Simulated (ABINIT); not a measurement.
## Quasiparticle gap of CsPbI2Br (P4/mmm) in ABINIT

How does a plane-wave GW calculation on CsPbI2Br (P4/mmm) run from the first input to the gap?

Calculated with ABINIT 10.8.3; PBE and many-body steps on it, plane waves.

**1. Starting point**

The structure is tetragonal, space group P4/mmm (No. 123). The conventional cell has a = 6.375 Å, b = 6.375 Å, c = 5.962 Å, α = 90.00°, β = 90.00°, γ = 90.00°. Nearest to Cs lie 8 I at 4.36 Å and 4 Br at 4.51 Å. Pb has 2 Br at 2.98 Å and 4 I at 3.19 Å nearest. Nearest to I lie 2 Pb at 3.19 Å and 4 Cs at 4.36 Å. Nearest to Br lie 2 Pb at 2.98 Å and 4 Cs at 4.51 Å. Farther neighbours and most contacts between anions are not listed.

The cell and positions are those that the Materials Project relaxed with its own functionals (PBE, PBE+U or r2SCAN), kept fixed. Spin-orbit coupling is left out unless a step names it.

**2. Ground state**

This step: ABINIT 10.8.3; DFT, PBE, plane waves, norm-conserving pseudopotentials.

The ground-state density comes first.

Input file run.abi:

```
acell 3*1.0 Angstrom
rprim 
  6.375296000000 0.000000000000 0.000000000000
  0.000000000000 6.375296000000 0.000000000000
  0.000000000000 0.000000000000 5.962220000000
ntypat 4
znucl 55 82 53 35
natom 5
typat 1 2 3 3 4
xred 
  0.500000000000 0.500000000000 0.500000000000
  0.000000000000 0.000000000000 0.000000000000
  0.000000000000 0.500000000000 0.000000000000
  0.500000000000 0.000000000000 0.000000000000
  0.000000000000 0.000000000000 0.500000000000
pp_dirpath "pseudos"
pseudos "Cs.upf, Pb.upf, I.upf, Br.upf"
ecut 34
ngkpt 4 4 4
nshiftk 1
shiftk 0 0 0
kptopt 1
chksymbreak 0
nband 55
occopt 1
tolvrs 1e-10
nstep 60
prtwf 0
optforces 0
optstress 0
indata_prefix "in"
outdata_prefix "out"
tmpdata_prefix "tmp"
```

Started as:

```sh
OMP_NUM_THREADS=1 mpirun -n 8 abinit run.abi > log
```

Numbers of over 12 decimals in the logs are rounded to 6 here.

Output:

```text
.Version 10.8.3 of ABINIT. v10.8.2 released Aug 2026.

 Symmetries : space group P4/m m m (#123); Bravais tP (primitive tetrag.)
================================================================================
 Values of the parameters that define the memory need of the present run
     intxc =       0    ionmov =       0      iscf =       7    lmnmax =       8
     lnmax =       8     mgfft =      64  mpssoang =       4    mqgrid =    3163
     natom =       5  nloc_mem =       1    nspden =       1   nspinor =       1
    nsppol =       1      nsym =      16    n1xccc =    2501    ntypat =       4
    occopt =       1   xclevel =       2
-    mband =          55        mffmem =           1         mkmem =           3
       mpw =       15510          nfft =      245760          nkpt =          18
================================================================================
  Rough estimation (10% accuracy) of disk space for files :
================================================================================

--------------------------------------------------------------------------------
------------- Echo of variables that govern the present computation ------------
--------------------------------------------------------------------------------
 -outvars: echo values of preprocessed input variables --------
            acell      1.8897261259E+00  1.8897261259E+00  1.8897261259E+00 Bohr

      chksymbreak           0
             ecut      3.40000000E+01 Hartree
-          fftalg         312

              ixc     -101130
              kpt      0.00000000E+00  0.00000000E+00  0.00000000E+00
                       2.50000000E-01  0.00000000E+00  0.00000000E+00
                       5.00000000E-01  0.00000000E+00  0.00000000E+00
                       2.50000000E-01  2.50000000E-01  0.00000000E+00
                       5.00000000E-01  2.50000000E-01  0.00000000E+00
                       5.00000000E-01  5.00000000E-01  0.00000000E+00
                       0.00000000E+00  0.00000000E+00  2.50000000E-01
                       2.50000000E-01  0.00000000E+00  2.50000000E-01
                       5.00000000E-01  0.00000000E+00  2.50000000E-01
   [... 7 further rows ...]
                       5.00000000E-01  2.50000000E-01  5.00000000E-01
                       5.00000000E-01  5.00000000E-01  5.00000000E-01
         kptrlatt        4    0    0      0    4    0      0    0    4
          kptrlen      4.50678516E+01
P           mkmem           3
            natom           5
            nband          55
            ngfft          64      64      60
             nkpt          18
            nstep          60
             nsym          16
           ntypat           4
              occ      2.000000  2.000000  2.000000  2.000000  2.000000  2.000000
                       2.000000  2.000000  2.000000  2.000000  2.000000  2.000000
                       2.000000  2.000000  2.000000  2.000000  2.000000  2.000000
                       2.000000  2.000000  2.000000  2.000000  2.000000  2.000000
                       2.000000  2.000000  2.000000  2.000000  2.000000  2.000000
                       2.000000  2.000000  2.000000  2.000000  2.000000  2.000000
                       2.000000  2.000000  2.000000  2.000000  2.000000  2.000000
                       2.000000  2.000000  2.000000  2.000000  2.000000  2.000000
                       2.000000  0.000000  0.000000  0.000000  0.000000  0.000000
                       0.000000
        optforces           0
        optstress           0
            prtwf           0
            rprim      6.3752960000E+00  0.0000000000E+00  0.0000000000E+00
[...]
spgroup         123

           tolvrs      1.00000000E-10

             xred      5.0000000000E-01  5.0000000000E-01  5.0000000000E-01
[...]
znucl       55.00000   82.00000   53.00000   35.00000

================================================================================

 chkinp: Checking input parameters for consistency.

================================================================================
== DATASET  1 ==================================================================
-   mpi_nproc: 8, omp_nthreads: 1 (-1 if OMP is not activated)

--- !DatasetInfo
iteration_state: {dtset: 1, }
dimensions: {natom: 5, nkpt: 18, mband: 55, nsppol: 1, nspinor: 1, nspden: 1, mpw: 15510, }
cutoff_energies: {ecut:  34.0, pawecutdg:  -1.0, }
electrons: {nelect:   9.80000000E+01, charge:   0.00000000E+00, occopt:   1.00000000E+00, tsmear:   1.00000000E-02, }

 Real(R)+Recip(G) space primitive vectors, cartesian coordinates (Bohr,Bohr^-1):
 R(1)= 12.0475634  0.0000000  0.0000000  G(1)=  0.0830043  0.0000000  0.0000000
 R(2)=  0.0000000 12.0475634  0.0000000  G(2)=  0.0000000  0.0830043  0.0000000
 R(3)=  0.0000000  0.0000000 11.2669629  G(3)=  0.0000000  0.0000000  0.0887551
 Unit cell volume ucvol=  1.6353296E+03 bohr^3
 Angles (23,13,12)=  9.00000000E+01  9.00000000E+01  9.00000000E+01 degrees

 getcut: wavevector=  0.0000  0.0000  0.0000  ngfft=  64  64  60
         ecut(hartree)=     34.000   => boxcut(ratio)=   2.02384

--- Pseudopotential description ------------------------------------------------
- Cs Generated using ONCVPSP code by D. R. Hamann
- 55.00000   9.00000  171031                  znucl, zion, pspdat
[...]
pspatm : epsatm=   25.72445091
         --- l  ekb(1:nproj) -->
[...]
pspatm: atomic psp has been read  and splines computed

- Br Generated using ONCVPSP code by D. R. Hamann
- 35.00000  17.00000  171031                  znucl, zion, pspdat
12 -101130 2 -1 1098                          pspcod,pspxc,lmax,lloc,mmax
     nproj     2     2     2     0
  pspatm : epsatm=   32.00824270
         --- l  ekb(1:nproj) -->
[...]
pspatm: atomic psp has been read  and splines computed

   1.30822163E+04                                ecore*ucvol(ha*bohr**3)
--------------------------------------------------------------------------------

_setup2: Arith. and geom. avg. npw (full set) are   15489.672   15489.665

================================================================================

--- !BeginCycle
iteration_state: {dtset: 1, }
solver: {iscf: 7, nstep: 60, nline: 4, wfoptalg: 0, }
tolerances: {tolvrs: 1.00E-10, }

     iter   Etot(hartree)      deltaE(h)  residm     vres2
 ETOT  1  -988.08698486200    -9.881E+02 1.558E+00 1.608E+03
 ETOT  2  -993.70778000267    -5.621E+00 1.933E-02 6.379E+02
 ETOT  3  -993.78037536344    -7.260E-02 7.633E-03 1.553E+02
 ETOT  4  -993.78657589749    -6.201E-03 2.118E-03 4.863E+01
 ETOT  5  -993.78874744094    -2.172E-03 6.692E-04 1.213E+01
 ETOT  6  -993.78909562038    -3.482E-04 5.209E-04 2.680E+00
 ETOT  7  -993.78916579906    -7.018E-05 3.713E-04 2.772E-01
 ETOT  8  -993.78917418542    -8.386E-06 4.265E-04 2.006E-02
 ETOT  9  -993.78917483623    -6.508E-07 7.116E-04 1.682E-03
 ETOT 10  -993.78917491060    -7.437E-08 6.491E-04 1.878E-04
 ETOT 11  -993.78917492283    -1.223E-08 6.947E-04 4.171E-05
 ETOT 12  -993.78917492478    -1.943E-09 4.050E-04 1.091E-05
 ETOT 13  -993.78917492509    -3.104E-10 8.063E-04 1.699E-06
 ETOT 14  -993.78917492522    -1.348E-10 3.127E-04 1.175E-07
 ETOT 15  -993.78917492520     1.751E-11 6.450E-04 4.133E-09
 ETOT 16  -993.78917492532    -1.137E-10 2.025E-04 5.057E-10
 ETOT 17  -993.78917492535    -3.195E-11 3.361E-04 3.590E-11

 At SCF step   17       vres2   =  3.59E-11 < tolvrs=  1.00E-10 =>converged.

--- !ResultsGS
iteration_state: {dtset: 1, }
comment   : Summary of ground state results
lattice_vectors:
- [ 12.0475634,   0.0000000,   0.0000000, ]
- [  0.0000000,  12.0475634,   0.0000000, ]
- [  0.0000000,   0.0000000,  11.2669629, ]
lattice_lengths: [  12.04756,   12.04756,   11.26696, ]
lattice_angles: [ 90.000,  90.000,  90.000, ] # degrees, (23, 13, 12)
lattice_volume:   1.6353296E+03
convergence: {deltae: -3.195E-11, res2:  3.590E-11, residm:  3.361E-04, diffor:  0.000E+00, }
etotal    :  -9.93789175E+02
entropy   :   0.00000000E+00
fermie    :   8.79201502E-02
cartesian_stress_tensor: null
pressure_GPa: null
xred      :
- [  5.0000E-01,   5.0000E-01,   5.0000E-01, Cs]
- [  0.0000E+00,   0.0000E+00,   0.0000E+00, Pb]
- [  0.0000E+00,   5.0000E-01,   0.0000E+00,  I]
- [  5.0000E-01,   0.0000E+00,   0.0000E+00,  I]
- [  0.0000E+00,   0.0000E+00,   5.0000E-01, Br]
cartesian_forces: null
force_length_stats: {min: null, max: null, mean: null, }

 Integrated electronic density in atomic spheres:
 ------------------------------------------------
 Atom  Sphere_radius  Integrated_density
[...]
================================================================================

 ----iterations are completed or convergence reached----

 Mean square residual over all n,k,spin=   68.072E-08; max=  33.610E-05
 reduced coordinates (array xred) for    5 atoms
       0.500000000000      0.500000000000      0.500000000000
       0.000000000000      0.000000000000      0.000000000000
       0.000000000000      0.500000000000      0.000000000000
       0.500000000000      0.000000000000      0.000000000000
       0.000000000000      0.000000000000      0.500000000000
 rms dE/dt=  0.0000E+00; max dE/dt=  0.0000E+00; dE/dt below (all hartree)
    1       0.000000000000      0.000000000000      0.000000000000
    2       0.000000000000      0.000000000000      0.000000000000
    3       0.000000000000      0.000000000000      0.000000000000
    4       0.000000000000      0.000000000000      0.000000000000
    5       0.000000000000      0.000000000000      0.000000000000

 cartesian coordinates (angstrom) at end:
    1      3.187648     3.187648     2.981110
    2      0.000000     0.000000     0.000000
    3      0.000000     3.187648     0.000000
    4      3.187648     0.000000     0.000000
    5      0.000000     0.000000     2.981110
 length scales=  1.889726125908  1.889726125908  1.889726125908 bohr
              =  1.000000000000  1.000000000000  1.000000000000 angstroms
 prteigrs : about to open file out_EIG
 Fermi (or HOMO) energy (hartree) =   0.08792   Average Vxc (hartree)=  -0.28071
 Eigenvalues (hartree) for nkpt=  18  k points:
 kpt#   1, nband= 55, wtk=  0.01563, kpt=  0.0000  0.0000  0.0000 (reduced coord)
  -6.35505   -6.35502   -5.04108   -4.39881   -4.39881   -4.39555   -4.39555   -4.39542
  -4.39540   -2.89843   -2.89843   -2.89807   -2.11670   -2.11504   -2.11504   -2.11047
  -2.11046   -1.52678   -1.52647   -1.52571   -1.52511   -1.52511   -1.52437   -1.52221
  -1.52202   -1.52202   -1.52176   -0.69694   -0.52639   -0.52559   -0.52366   -0.52313
  -0.52313   -0.42242   -0.35119   -0.33549   -0.21113   -0.21101   -0.21101   -0.16486
  -0.04946   -0.04102   -0.04102    0.03061    0.03061    0.03961    0.04009    0.04109
   0.04109    0.20408    0.23713    0.25176    0.25931    0.26608    0.26608
 prteigrs : prtvol=0 or 1, do not print more k-points.

--- !EnergyTerms
iteration_state     : {dtset: 1, }
comment             : Components of total free energy in Hartree
kinetic             :  3.53099161834247E+02
hartree             :  4.16972272530681E+02
xc                  : -1.42359144518186E+02
Ewald energy        : -3.83681183242736E+02
psp_core            :  7.99974270940041E+00
local_psp           : -1.19434647974386E+03
non_local_psp       : -5.14735444948974E+01
total_energy        : -9.93789174925349E+02
total_energy_eV     : -2.70423810859685E+04
band_energy         : -1.67431474217772E+02

== END DATASET(S) ==============================================================
================================================================================

 -outvars: echo values of variables after computation  --------
           etotal     -9.9378917493E+02
            nband          55
             nkpt          18
          spgroup         123
 [... the other variables as echoed above ...]

 Calculation completed.
```

Run time: 3.7 min. Hardware: 8 MPI ranks of Intel Xeon Platinum 8488C (Sapphire Rapids), shared host; peak memory 1.2 GiB.

This step gave:

```
total energy               : -27042.3811 eV
gap                        : 1.485 eV
k of the valence top       : 0.5, 0.5, 0.5
k of the conduction bottom : 0.5, 0.5, 0.5
least direct gap           : 1.485 eV
```

The gap is direct, at (0.500, 0.500, 0.500).

(Continued in part 2 of 3.)

[Paths, hosts, dates, memory and timing lines, banners, echoed tables and standing remarks are left out of the program output.]

[Logs are printed without paths, hosts, clocks, repeated set-up lines and the standing remarks that a program may print on its own settings, such as how far it seeks lower states.]

[Runs of the session that timed out or met a known fault of the program may be left out.]

[Hosts, paths, dates, database ids (printed as entryN), source tags and the programs' standing remarks are cut or masked in the printed files.]

[G0W0 gaps are taken among the corrected bands and points alone; a level outside them can change the order at an edge.]

[Where Ansatz stands beside ABINIT at settings called matched, ABINIT's density can come from a denser mesh and the files from another edition; pairs whose starting gaps differed by over 0.03 eV were left out, so agreement reads better than it is.]
